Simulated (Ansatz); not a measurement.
In doubt: masses and optical values from hybrid runs of this build are listed as unsure, which bears on the screening that GW takes from such a start.

Rows from a G0W0 calculation on InGaSbAs (zincblende [001] superlattice) (Ansatz 0.2.0; G0W0 on HSE06, plane waves, PAW; 4×4×2 mesh, 595 empty bands, screening to 84 eV), in eV. Spin-orbit coupling is left out.

```tsv
row	k	band	start	Σx	Σc at the solution	Vxc
A	Γ	v1	7.495	-15.438	0.928	-14.458
B	Γ	v3	7.260	-15.349	0.616	-14.725
C	Γ	c1	7.816	-11.305	-3.096	-14.532
D	Γ	c2	8.983	-7.057	-3.484	-10.438
E	Γ	c3	9.053	-7.380	-3.524	-10.813
F	Γ	v2	7.309	-15.678	0.986	-14.649
```

Q: Give the quasiparticle energies and the shift of each level.

The quasiparticle equation reads E = start + Σx + Σc(E) − Vxc.

```tsv
row	E (eV)	shift (eV)
A	7.444	−0.051
B	7.251	−0.008
C	7.946	+0.130
D	8.880	−0.103
E	8.963	−0.090
F	7.267	−0.042
```

The gap over the computed points goes from 0.32 eV to 0.50 eV.

Limits: not at the basis limit; mesh may overstate the screening; no spin-orbit coupling; coarse k mesh.

[Paths, hosts, dates, memory and timing lines, banners, echoed tables and standing remarks are left out of the program output.]

[Logs are printed without paths, hosts, clocks, repeated set-up lines and the standing remarks that a program may print on its own settings, such as how far it seeks lower states.]

[Runs of the session that timed out or met a known fault of the program may be left out.]

[Cells called generated may have been cut or substituted from an entry of the Crystallography Open Database or the Materials Project.]

[Hosts, paths, dates, database ids (printed as entryN), source tags and the programs' standing remarks are cut or masked in the printed files.]
